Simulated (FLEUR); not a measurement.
## Fe2O3 (Hematite): which magnetic order is lowest

Does Fe2O3 (Hematite) prefer parallel or opposed moments?

Method: PBE with U = 4.5 eV on Fe d; all-electron FLAPW, Dirac cores, scalar-relativistic bands, in FLEUR MaX-R8.1.

Most raw output is cut from this account.

## 1. The structure

The structure is trigonal, space group R-3c (No. 167). The conventional cell has a = 5.038 Å, b = 5.038 Å, c = 13.772 Å, α = 90.00°, β = 90.00°, γ = 120.00°. Nearest to Fe lie 6 O at 1.95 to 2.12 Å. Nearest to O lie 4 Fe at 1.95 to 2.12 Å. Farther neighbours and most contacts between anions are not listed.

Structure file:

```cif
data_structure
_symmetry_space_group_name_H-M 'P 1'
_symmetry_Int_Tables_number 1
_cell_length_a 5.4346
_cell_length_b 5.4346
_cell_length_c 5.4346
_cell_angle_alpha 55.228
_cell_angle_beta 55.228
_cell_angle_gamma 55.228
_cell_volume 100.91
loop_
_atom_site_label
_atom_site_type_symbol
_atom_site_fract_x
_atom_site_fract_y
_atom_site_fract_z
_atom_site_occupancy
Fe1 Fe 0.35530 0.35530 0.35530 1
Fe2 Fe 0.14470 0.14470 0.14470 1
Fe3 Fe 0.64470 0.64470 0.64470 1
Fe4 Fe 0.85530 0.85530 0.85530 1
O5 O 0.55590 0.94410 0.25000 1
O6 O 0.25000 0.55590 0.94410 1
O7 O 0.94410 0.25000 0.55590 1
O8 O 0.44410 0.05590 0.75000 1
O9 O 0.75000 0.44410 0.05590 1
O10 O 0.05590 0.75000 0.44410 1
```

## 2. Run 1 (ferro ++++)

The parallel start comes first: it shows whether parallel moments hold. The U counters the self-interaction that shrinks the moments of a localised shell.

inpgen writes inp.xml from crystal.txt; cutoffs, mixing, functional, smearing and local orbitals are then set in the file. The k list default-1 (kpts.xml, not shown) is a Γ-centred 6×6×6 mesh; where the ranks do not divide the number of points, some are split in two of half the weight.

inp.xml reads:

```
<?xml version="1.0" encoding="UTF-8" standalone="no"?>
<fleurInput fleurInputVersion="0.39">
   <comment>
      Fe2O3
   </comment>
   <calculationSetup>
      <cutoffs Kmax="4.4" Gmax="13.2" GmaxXC="13.2" numbands="0"/>
      <scfLoop itmax="120" minDistance="0.0001" maxIterBroyd="15" imix="Anderson" alpha="0.05" precondParam="0.0" spinf="2.0" sdNocoIR="T"/>
      <coreElectrons ctail="T" frcor="F" kcrel="0" coretail_lmax="0"/>
      <xcFunctional name="pbe" relativisticCorrections="F"/>
      <magnetism jspins="2"/>
      <soc l_soc="F" theta="0.0" phi="0.0" spav="F"/>
      <expertModes spex="0" secvar="F"/>
      <geometryOptimization l_f="F" forcealpha="1.0" forcemix="BFGS" epsdisp="0.00001" epsforce="0.00001"/>
      <ldaU l_linMix="F" mixParam="0.05" spinf="1.0"/>
   </calculationSetup>
   <cell>
      <bzIntegration valenceElectrons="100.0" mode="hist" fermiSmearingEnergy="0.00183747">
         <kPointListSelection listName="default-1"/>
         <xi:include xmlns:xi="http://www.w3.org/2001/XInclude" href="kpts.xml"> </xi:include>
      </bzIntegration>
      <xi:include xmlns:xi="http://www.w3.org/2001/XInclude" href="sym.xml"> </xi:include>
      <bulkLattice scale="1.0">
         <bravaisMatrix>
            <row-1>    4.7602201078862976     2.7483143606816314     8.6751027293933891</row-1>
            <row-2>   -4.7602201078862976     2.7483143606816314     8.6751027293933891</row-2>
            <row-3>    0.0000000000000000    -5.4966287213821596     8.6751027293933891</row-3>
         </bravaisMatrix>
      </bulkLattice>
   </cell>
   <atomSpecies>
      <species name="Iron (Fe) 4.000" element="Fe" atomicNumber="26">
         <mtSphere radius="2.29" gridPoints="757" logIncrement="0.016"/>
         <atomicCutoffs lmax="8" lnonsphr="6"/>
         <electronConfig flipSpins="F">
            <coreConfig>(1s1/2) (2s1/2) (2p1/2) (2p3/2)</coreConfig>
            <valenceConfig>(3s1/2) (3p1/2) (3p3/2) (4s1/2) (3d3/2) (3d5/2)</valenceConfig>
            <stateOccupation state="(3d3/2)" spinUp="2.0" spinDown="0.4"/>
            <stateOccupation state="(3d5/2)" spinUp="3.0" spinDown="0.6"/>
         </electronConfig>
         <energyParameters s="4" p="4" d="3" f="4"/>
         <ldaU l="2" U="4.5" J="0.0" l_amf="F"/>
         <lo type="SCLO" l="0" n="3" eDeriv="0"/>
         <lo type="SCLO" l="1" n="3" eDeriv="0"/>
      </species>
      <species name="Oxygen (O)" element="O" atomicNumber="8">
         <mtSphere radius="1.29" gridPoints="427" logIncrement="0.024"/>
         <atomicCutoffs lmax="6" lnonsphr="4"/>
         <electronConfig flipSpins="F">
            <coreConfig>(1s1/2)</coreConfig>
            <valenceConfig>(2s1/2) (2p1/2) (2p3/2)</valenceConfig>
            <stateOccupation state="(2p1/2)" spinUp="0.666667" spinDown="0.666667"/>
            <stateOccupation state="(2p3/2)" spinUp="1.333333" spinDown="1.333333"/>
         </electronConfig>
         <energyParameters s="2" p="2" d="3" f="4"/>
      </species>
   </atomSpecies>
   <atomGroups>
      <atomGroup species="Iron (Fe) 4.000">
         <relPos label="                   1">.3553000000 .3553000000 .3553000000</relPos>
         <relPos label="                   2">.1447000000 .1447000000 .1447000000</relPos>
         <relPos label="                   3">-.3553000000 -.3553000000 -.3553000000</relPos>
         <relPos label="                   4">-.1447000000 -.1447000000 -.1447000000</relPos>
         <force calculate="T" relaxXYZ="TTT"/>
      </atomGroup>
      <atomGroup species="Oxygen (O)">
         <relPos label="                   5">-.4441000000 -.0559000000 1.000/4.000</relPos>
         <relPos label="                   6">1.000/4.000 -.4441000000 -.0559000000</relPos>
         <relPos label="                   7">-.0559000000 1.000/4.000 -.4441000000</relPos>
         <relPos label="                   8">.4441000000 .0559000000 -1.000/4.000</relPos>
         <relPos label="                   9">-1.000/4.000 .4441000000 .0559000000</relPos>
         <relPos label="                  10">.0559000000 -1.000/4.000 .4441000000</relPos>
         <force calculate="T" relaxXYZ="TTT"/>
      </atomGroup>
   </atomGroups>
   <output dos="F" band="F" slice="F">
      <bandDOS minEnergy="-.5*Htr" maxEnergy="0.5*Htr" sigma="0.015" storeEVData="T"/>
      <plotting iplot="0" polar="F">
         <plot TwoD="T" vec1="  1.0  0.0  0.0" vec2="  0.0  1.0  0.0" vec3="  0.0  0.0  1.0" zero="  0.0  0.0  0.0" file="plot"/>
      </plotting>
      <moessbauerParams electricFieldGradient="F" isomerShift="F" coreHyperfine="F" valenceHyperfine="F"/>
   </output>
</fleurInput>
```

crystal.txt reads:

```
Fe2O3
&input film=F cartesian=F /
2.51900000001  1.45434532809  4.59066666670
-2.51900000001  1.45434532809  4.59066666670
0.00000000000  -2.90869065619  4.59066666670
1.8897261246
1.0 1.0 1.0

10
26 0.35530000000  0.35530000000  0.35530000000 : 4.000
26 0.14470000000  0.14470000000  0.14470000000 : 4.000
26 0.64470000000  0.64470000000  0.64470000000 : 4.000
26 0.85530000000  0.85530000000  0.85530000000 : 4.000
8 0.55590000000  0.94410000000  0.25000000000
8 0.25000000000  0.55590000000  0.94410000000
8 0.94410000000  0.25000000000  0.55590000000
8 0.44410000000  0.05590000000  0.75000000000
8 0.75000000000  0.44410000000  0.05590000000
8 0.05590000000  0.75000000000  0.44410000000

&kpt div1=6 div2=6 div3=6 gamma=T /
```

Started as:

```console
$ OMP_NUM_THREADS=1 inpgen -f crystal.txt > inpgen.log  # inp.xml is then edited as shown
$ OMP_NUM_THREADS=1 mpirun -n 4 fleur_MPI > fleur.log
```

Run time: 2.3 min. Hardware: 4 MPI ranks of Arm Neoverse V2, shared host; peak memory 0.43 GiB.

Spin moment in the muffin-tin sphere by atom:

| atom | spin moment in the muffin-tin sphere (μB) |
| --- | --- |
| Fe1 | 4.32 |
| Fe2 | 4.32 |
| Fe3 | 4.32 |
| Fe4 | 4.32 |
| O5 | 0.31 |
| O6 | 0.31 |
| O7 | 0.31 |
| O8 | 0.31 |
| O9 | 0.31 |
| O10 | 0.31 |

Numbers from this step:

| Quantity | Value |
| --- | --- |
| free energy | -150814.4585 eV |
| program's band gap on this mesh (in a metal only a level spacing) | 1.180 eV |
| magnetization | 20 μB |
| final state | ferromagnetic |

After 19 cycles the largest moment stands at 4.32 μB.

## 3. Start 2: antiferro ++--

An opposed order shows whether neighbours prefer unlike signs.

inp.xml: that of step 2 with these lines changed.

```diff
@@ -45,2 +45,16 @@
       </species>
+      <species name="Iron (Fe) -4.000" element="Fe" atomicNumber="26">
+         <mtSphere radius="2.29" gridPoints="757" logIncrement="0.016"/>
+         <atomicCutoffs lmax="8" lnonsphr="6"/>
+         <electronConfig flipSpins="F">
+            <coreConfig>(1s1/2) (2s1/2) (2p1/2) (2p3/2)</coreConfig>
+            <valenceConfig>(3s1/2) (3p1/2) (3p3/2) (4s1/2) (3d3/2) (3d5/2)</valenceConfig>
+            <stateOccupation state="(3d3/2)" spinUp="0.4" spinDown="2.0"/>
+            <stateOccupation state="(3d5/2)" spinUp="0.6" spinDown="3.0"/>
+         </electronConfig>
+         <energyParameters s="4" p="4" d="3" f="4"/>
+         <ldaU l="2" U="4.5" J="0.0" l_amf="F"/>
+         <lo type="SCLO" l="0" n="3" eDeriv="0"/>
+         <lo type="SCLO" l="1" n="3" eDeriv="0"/>
+      </species>
       <species name="Oxygen (O)" element="O" atomicNumber="8">
@@ -61,2 +75,5 @@
          <relPos label="                   2">.1447000000 .1447000000 .1447000000</relPos>
+         <force calculate="T" relaxXYZ="TTT"/>
+      </atomGroup>
+      <atomGroup species="Iron (Fe) -4.000">
          <relPos label="                   3">-.3553000000 -.3553000000 -.3553000000</relPos>
@@ -69,2 +86,5 @@
          <relPos label="                   7">-.0559000000 1.000/4.000 -.4441000000</relPos>
+         <force calculate="T" relaxXYZ="TTT"/>
+      </atomGroup>
+      <atomGroup species="Oxygen (O)">
          <relPos label="                   8">.4441000000 .0559000000 -1.000/4.000</relPos>
```

crystal.txt: that of step 2 with these lines changed.

```diff
@@ -11,4 +11,4 @@
 26 0.14470000000  0.14470000000  0.14470000000 : 4.000
-26 0.64470000000  0.64470000000  0.64470000000 : 4.000
-26 0.85530000000  0.85530000000  0.85530000000 : 4.000
+26 0.64470000000  0.64470000000  0.64470000000 : -4.000
+26 0.85530000000  0.85530000000  0.85530000000 : -4.000
 8 0.55590000000  0.94410000000  0.25000000000
```

Wall time 6.1 min (4 MPI ranks); peak memory 0.56 GiB.

Spin moment in the muffin-tin sphere by atom:

| atom | spin moment in the muffin-tin sphere (μB) |
| --- | --- |
| Fe1 | 4.21 |
| Fe2 | 4.21 |
| Fe3 | -4.21 |
| Fe4 | -4.21 |
| O5 | -0.06 |
| O6 | -0.06 |
| O7 | -0.06 |
| O8 | 0.06 |
| O9 | 0.06 |
| O10 | 0.06 |

Read from the output:

| Property | Result |
| --- | --- |
| free energy | -150815.1898 eV |
| program's band gap on this mesh (in a metal only a level spacing) | 1.992 eV |
| magnetization | 0 μB |
| final state | antiferromagnetic |

It lies 183 meV a seeded atom under the first start, and its largest moment is 4.21 μB against 4.32 μB.

## 4. Run 3 (antiferro +-+-)

inp.xml: that of step 3 with these lines changed.

```diff
@@ -74,3 +74,3 @@
          <relPos label="                   1">.3553000000 .3553000000 .3553000000</relPos>
-         <relPos label="                   2">.1447000000 .1447000000 .1447000000</relPos>
+         <relPos label="                   3">-.3553000000 -.3553000000 -.3553000000</relPos>
          <force calculate="T" relaxXYZ="TTT"/>
@@ -78,3 +78,3 @@
       <atomGroup species="Iron (Fe) -4.000">
-         <relPos label="                   3">-.3553000000 -.3553000000 -.3553000000</relPos>
+         <relPos label="                   2">.1447000000 .1447000000 .1447000000</relPos>
          <relPos label="                   4">-.1447000000 -.1447000000 -.1447000000</relPos>
@@ -86,5 +86,2 @@
          <relPos label="                   7">-.0559000000 1.000/4.000 -.4441000000</relPos>
-         <force calculate="T" relaxXYZ="TTT"/>
-      </atomGroup>
-      <atomGroup species="Oxygen (O)">
          <relPos label="                   8">.4441000000 .0559000000 -1.000/4.000</relPos>
```

crystal.txt: that of step 3 with these lines changed.

```diff
@@ -10,4 +10,4 @@
 26 0.35530000000  0.35530000000  0.35530000000 : 4.000
-26 0.14470000000  0.14470000000  0.14470000000 : 4.000
-26 0.64470000000  0.64470000000  0.64470000000 : -4.000
+26 0.14470000000  0.14470000000  0.14470000000 : -4.000
+26 0.64470000000  0.64470000000  0.64470000000 : 4.000
 26 0.85530000000  0.85530000000  0.85530000000 : -4.000
```

It took 3.4 min on 4 MPI ranks; peak memory 0.52 GiB.

Spin moment in the muffin-tin sphere by atom:

| atom | spin moment in the muffin-tin sphere (μB) |
| --- | --- |
| Fe1 | 4.16 |
| Fe2 | -4.16 |
| Fe3 | 4.16 |
| Fe4 | -4.16 |
| O5 | 0.00 |
| O6 | 0.00 |
| O7 | 0.00 |
| O8 | 0.00 |
| O9 | 0.00 |
| O10 | 0.00 |

Read from the output:

* free energy: -150815.6272 eV
* program's band gap on this mesh (in a metal only a level spacing): 2.382 eV
* magnetization: 0 μB
* final state: antiferromagnetic

It lies 292 meV a seeded atom under the first start, and its largest moment is 4.16 μB against 4.32 μB.

## 5. Run 4 (antiferro +--+)

inp.xml: that of step 4 with these lines changed.

```diff
@@ -74,3 +74,3 @@
          <relPos label="                   1">.3553000000 .3553000000 .3553000000</relPos>
-         <relPos label="                   3">-.3553000000 -.3553000000 -.3553000000</relPos>
+         <relPos label="                   4">-.1447000000 -.1447000000 -.1447000000</relPos>
          <force calculate="T" relaxXYZ="TTT"/>
@@ -79,3 +79,3 @@
          <relPos label="                   2">.1447000000 .1447000000 .1447000000</relPos>
-         <relPos label="                   4">-.1447000000 -.1447000000 -.1447000000</relPos>
+         <relPos label="                   3">-.3553000000 -.3553000000 -.3553000000</relPos>
          <force calculate="T" relaxXYZ="TTT"/>
```

crystal.txt: that of step 4 with these lines changed.

```diff
@@ -11,4 +11,4 @@
 26 0.14470000000  0.14470000000  0.14470000000 : -4.000
-26 0.64470000000  0.64470000000  0.64470000000 : 4.000
-26 0.85530000000  0.85530000000  0.85530000000 : -4.000
+26 0.64470000000  0.64470000000  0.64470000000 : -4.000
+26 0.85530000000  0.85530000000  0.85530000000 : 4.000
 8 0.55590000000  0.94410000000  0.25000000000
```

Wall time 5.9 min (4 MPI ranks); peak memory 0.58 GiB.

Numbers from this step:

```
free energy                                                       : -150815.0494 eV
program's band gap on this mesh (in a metal only a level spacing) : 2.038 eV
magnetization                                                     : 0 μB
final state                                                       : antiferromagnetic
largest moment                                                    : 4.221 μB
```

It lies 148 meV a seeded atom under the first start, and its largest moment is 4.22 μB against 4.32 μB.

## 6. Start 5: ferri +++-

Another pattern of signs weighs the neighbour shells otherwise.

inp.xml: that of step 5 with these lines changed.

```diff
@@ -74,3 +74,10 @@
          <relPos label="                   1">.3553000000 .3553000000 .3553000000</relPos>
-         <relPos label="                   4">-.1447000000 -.1447000000 -.1447000000</relPos>
+         <force calculate="T" relaxXYZ="TTT"/>
+      </atomGroup>
+      <atomGroup species="Iron (Fe) 4.000">
+         <relPos label="                   2">.1447000000 .1447000000 .1447000000</relPos>
+         <force calculate="T" relaxXYZ="TTT"/>
+      </atomGroup>
+      <atomGroup species="Iron (Fe) 4.000">
+         <relPos label="                   3">-.3553000000 -.3553000000 -.3553000000</relPos>
          <force calculate="T" relaxXYZ="TTT"/>
@@ -78,4 +85,3 @@
       <atomGroup species="Iron (Fe) -4.000">
-         <relPos label="                   2">.1447000000 .1447000000 .1447000000</relPos>
-         <relPos label="                   3">-.3553000000 -.3553000000 -.3553000000</relPos>
+         <relPos label="                   4">-.1447000000 -.1447000000 -.1447000000</relPos>
          <force calculate="T" relaxXYZ="TTT"/>
@@ -86,2 +92,5 @@
          <relPos label="                   7">-.0559000000 1.000/4.000 -.4441000000</relPos>
+         <force calculate="T" relaxXYZ="TTT"/>
+      </atomGroup>
+      <atomGroup species="Oxygen (O)">
          <relPos label="                   8">.4441000000 .0559000000 -1.000/4.000</relPos>
```

crystal.txt: that of step 5 with these lines changed.

```diff
@@ -10,5 +10,5 @@
 26 0.35530000000  0.35530000000  0.35530000000 : 4.000
-26 0.14470000000  0.14470000000  0.14470000000 : -4.000
-26 0.64470000000  0.64470000000  0.64470000000 : -4.000
-26 0.85530000000  0.85530000000  0.85530000000 : 4.000
+26 0.14470000000  0.14470000000  0.14470000000 : 4.000
+26 0.64470000000  0.64470000000  0.64470000000 : 4.000
+26 0.85530000000  0.85530000000  0.85530000000 : -4.000
 8 0.55590000000  0.94410000000  0.25000000000
```

Wall time 9.6 min (4 MPI ranks); peak memory 0.75 GiB; 39 min of CPU time.

Numbers from this step:

```yaml
free_energy: -150815.0863 eV
program_s_band_gap_on_this_mesh_in_a_metal_only_a_level_spacing: 1.783 eV
magnetization: 10 μB
final_state: ferrimagnetic
largest_moment: 4.297 μB
```

It lies 157 meV a seeded atom under the first start, and its largest moment is 4.30 μB against 4.32 μB.

(Part 1 of 2 ends here.)

[Logs and program files are shortened in this print: banners, set-up blocks, solver, clock and traceback lines can be left out without a mark of their own.]

[Logs are printed without paths, hosts, clocks, repeated set-up lines and the standing remarks that a program may print on its own settings, such as how far it seeks lower states.]

[Hosts, paths, dates, database ids (printed as entryN), source tags and the programs' standing remarks are cut or masked in the printed files.]

[Where a cell is said to come from a database of computed structures, the database is the Materials Project.]
